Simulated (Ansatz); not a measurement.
# MgO, rock salt: band edges under a change of volume

How fast do the gaps move when the cell is scaled evenly? The geometries come from the semilocal relaxation.

Calculated with Ansatz 0.2.0, HSE06, PAW files of the set soft_1, cutoff 600 eV, Fermi–Dirac smearing 0.02 eV, k-mesh 8×8×8, no spin polarisation, no spin-orbit coupling.

Reference cell, relaxed at zero pressure with PBEsol (Fm-3m): a = 2.9805 Å, b = 2.9805 Å, c = 2.9805 Å, α = 60.00°, β = 60.00°, γ = 60.00°.

```csv
atom,x,y,z
Mg,0.0000,0.0000,0.0000
O,0.5000,0.5000,0.5000
```

Levels are read on the k-mesh and along lines from Γ to X = (0.5, 0, 0.5), L = (0.5, 0.5, 0.5), K = (0.375, 0.375, 0.75) and W = (0.5, 0.25, 0.75) in the reciprocal basis of this cell (the letters only name these points), and count from the highest filled level.

```
ln(V/V0)  gap (eV)  direct gap at Γ (eV)
 −0.0619     7.145                 7.145
 −0.0408     6.908                 6.908
 −0.0202     6.680                 6.680
  0.0000     6.462                 6.462
  0.0392     6.054                 6.054
  0.0583     5.863                 5.863
```

**Question.** Fit the direct gap at Γ and give it at ln(V/V0) = 0.0198, a row left out above.

A straight line through the 6 rows: the means are −0.004233 for ln(V/V0) and 6.5187 for the level, Σ(Δx)² = 0.01073 and ΣΔxΔy = −0.1144, so the slope is −0.1144/0.01073 = −10.655 and the intercept 6.5187 − (−10.655)(−0.004233) = 6.4736.

The slope is the volume deformation potential of this gap, −10.66 eV, as a mean over the range. The line gives 6.263 eV. The run itself gives 6.254 eV, so the estimate misses by 0.009 eV; the fitted rows themselves lie up to 0.012 eV off the law.

The gap is direct at Γ in every row.

[Logs are printed without paths, hosts, clocks, repeated set-up lines and the standing remarks that a program may print on its own settings, such as how far it seeks lower states.]
